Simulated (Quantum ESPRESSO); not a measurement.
# MnPt: energy over the lowest, antiferro +- against volume, fitted and tested on a withheld row

System: MnPt, 2 Mn and 2 Pt in the cell, space group P4/mmm. From the study “MnPt: orders under volume”.

Method: LDA; plane waves with GBRV 1.5 LDA potentials (Quantum ESPRESSO 7.5). Settings shared by all rows: cutoff 544.23 eV, 8×8×8 k-mesh, fermi-dirac occupations, smearing width 0.05 eV.

Computed values, one withheld:

| volume (factor) | energy over the lowest, antiferro +- (meV an atom) |
| --- | --- |
| 0.88 | 18.5 |
| 0.91 | 0.0 |
| 0.94 | 3.1 |
| 0.97 | 24.2 |
| 1 | 60.0 |
| 1.03 | 108.0 |
| 1.06 | 165.8 |
| 1.09 | ? |
| 1.12 | 303.8 |

**Question.** What energy over the lowest, antiferro +- should the row at volume = 1.09 factor hold? Fit a suitable law to the other rows.

**Law.** Energy against volume follows the Birch–Murnaghan form, which is a polynomial in the Eulerian strain: third order, a cubic in t = (V/1)^(−2/3) − 1. In symbols, E = c0 + c1 t + c2 t² + c3 t³, with energy over the lowest, antiferro +- in meV an atom.

**Fit.** Least squares on 8 rows gives c0 = 60.073, c1 = -2113.64, c2 = 17672.2 and c3 = 9436.66.

| volume (factor) | t | computed | fit | computed − fit |
| --- | --- | --- | --- | --- |
| 0.88 | 0.088959 | 18.5 | 18.54 | -0.04 |
| 0.91 | 0.064892 | 0.0 | -0.09 | 0.09 |
| 0.94 | 0.042113 | 3.1 | 3.11 | -0.01 |
| 0.97 | 0.020514 | 24.2 | 24.23 | -0.03 |
| 1 | 0 | 60.0 | 60.07 | -0.07 |
| 1.03 | -0.019513 | 108.0 | 107.98 | 0.02 |
| 1.06 | -0.038101 | 165.8 | 165.74 | 0.06 |
| 1.12 | -0.072769 | 303.8 | 303.82 | -0.02 |

The slope vanishes at t = 0.05718, so the minimum lies at V = 1 × (1 + t)^(−3/2) = 0.92. That is the minimum of this magnetic state alone.

Shape and fractional positions are held, so this modulus can lie above that of a cell free to relax.

**Prediction.** At volume = 1.09 factor, t = -0.055833, so the law predicts 231.53 meV an atom. The computed value is 231.6 meV an atom, within one unit of its last digit of the prediction. The row lies between fitted rows, so this is an interpolation. The miss is of the size of the rounding of the printed values.

[Hosts, paths, dates, database ids (printed as entryN), source tags and the programs' standing remarks are cut or masked in the printed files.]

[Where a cell is said to come from a database of computed structures, the database is the Materials Project.]
